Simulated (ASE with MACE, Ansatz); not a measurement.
# Boundary energy of (20-21) twin boundary in hcp Ru (72 atoms)

What is the boundary energy of this cell, counted against the bulk crystal, and how far does it hang on functional and mesh?

Calculated with Ansatz 0.2.0: Kohn-Sham DFT, PBE, PAW (set soft_2), plane waves; cutoff 420 eV, fermi-dirac smearing of 0.1 eV. Cutoffs: 420 eV for PBE and PBEsol; 500 eV for r2SCAN.

**The cells**

The cell holds 72 atoms: 72 Ru. Cell: a = 8.980 Å, b = 5.430 Å, c = 21.374 Å, α = 90.0°, β = 90.0°, γ = 98.7°. It derives from Ru. The starting structure: Two grains of Ru, one the mirror image of the other in the boundary plane, two boundaries a cell; of 6 trial joints (lateral shifts, openings, close atoms taken out) the lowest after a short relaxation with the MACE-MP-0b2 potential was kept (shift [0.5, 0.5] of the surface cell, opening 1.07 Å, one of each pair under 1.88 Å removed), then its atoms and the cell's length along the normal were relaxed with that potential. Lattice constants are starting values near those of PBE.

The bulk reference is Ru2 in a cell of 2 atoms, 13.661 Å³ an atom.

The input of the single point on the relaxed cell:

```yaml
crystal:
  lattice:
    - [8.98025, 0.0, 0.0]
    - [-0.82083, 5.3676, 0.0]
    - [0.0, 0.0, 21.37351]
  atoms:
    - { symbol: Ru, position: [0.53498, 0.37254, 0.00458] }
    - { symbol: Ru, position: [0.79198, 0.19496, 0.00864] }
    - { symbol: Ru, position: [0.07368, 0.27564, 0.05636] }
    - { symbol: Ru, position: [0.32711, 0.07765, 0.06756] }
    [... 66 atom lines left out ...]
    - { symbol: Ru, position: [0.31464, 0.20667, 0.50864] }
    - { symbol: Ru, position: [0.57165, 0.02908, 0.50458] }
kpoints:
  mp_grid: { grid: [4, 7, 2] }
hamiltonian:
  xc: pbe
scf:
  occupations: { method: fermi_dirac, width: 0.1 }
output:
  forces: true
  stress: true
  populations: true
  dos:
    method: { smearing: { sigma: 0.08 } }
    de: 0.1
    projected:
      site_lists:
        Ru: [Ru]
        lower_grain: [... 36 sites ...]
        upper_grain: [... 36 sites ...]
  eigenvalues: true
  write_density: true
  write_potential: true
  volumetric_format: npy
```

| cell | formula | k-mesh | relaxation steps | gain on relaxing (eV) | free energy, PBE (eV) | time of its runs on this page |
| --- | --- | --- | --- | --- | --- | --- |
| (20-21) twin boundary in hcp Ru | Ru72 | 4×7×2 (relaxed on 3×4×1) | 4 | 1.41 | -423257.465 | 1.8 min |
| bulk Ru | Ru2 | 23×23×13 | - | - | -11757.403 | 14 s |

**Boundary energy**

The excess is the cell's free energy less 36 times that of the bulk cell. It is divided by twice the area, as the cell holds two boundaries, so the value is their mean, and they need not be alike (48.20 Å²), with 1 eV/Å² = 16.022 J/m².

```
           level  k-mesh  excess (eV)  boundary energy (J/m²)  per area (meV/Å²)
             PBE   4×7×2        9.054                   1.505               93.9
PBE, denser mesh   5×9×2        9.026                   1.500               93.6
          r2SCAN   4×7×2       10.651                   1.770              110.5
          PBEsol   4×7×2       11.767                   1.956              122.1
```

Worked for the first row at PBE: (-423257.465) − 36 × (-11757.403) = 9.054 eV (from unrounded energies).

Then 9.054 / (2 × 48.20) × 16.022 = 1.505 J/m².

**Neighbours**

Bonds by pair of elements; cutoffs follow the first minimum of g(r), held within bounds set by covalent radii, and pairs that aren't listed don't count as bonded:

| pair A-B | cutoff (Å) | bonds | mean length (Å) | spread (Å) | shortest (Å) | B about A | A about B |
| --- | --- | --- | --- | --- | --- | --- | --- |
| Ru-Ru | 3.02 | 404 | 2.70 | 0.055 | 2.56 | 11.2 | 11.2 |

How many atoms have how many bonded neighbours:

| element | mean | 10 | 11 | 12 |
| --- | --- | --- | --- | --- |
| Ru | 11.2 | 24 | 8 | 40 |

**Findings**

At PBE the boundary energy is 1.50 J/m². At the same geometries the levels give 1.50 (PBE) to 1.96 J/m² (PBEsol) and the denser mesh leaves it within 0.01 J/m². Relaxing the atoms lowered it by 0.235 J/m² from the start (on the 3×4×1 mesh of the relaxation), and the farthest atom moved 0.17 Å. By these cutoffs 32 of 72 Ru atoms differ from the commonest count of 12.

Limits: The cell edges were held, so the lattice is the typed one for every functional, and the length along the normal is the one that the machine-learned potential gave. Cell and bulk are sampled on unlike meshes, and the error grows with the number of atoms subtracted. These are free energies under a smearing of 0.1 eV, whose entropy term isn't removed. The joint was picked among a few trials by a machine-learned potential, and a lower one may exist. In some runs the program notes that positions were snapped to a detected symmetry.

[Logs are printed without paths, hosts, clocks, repeated set-up lines and the standing remarks that a program may print on its own settings, such as how far it seeks lower states.]

[Hosts, paths, dates, database ids (printed as entryN), source tags and the programs' standing remarks are cut or masked in the printed files.]
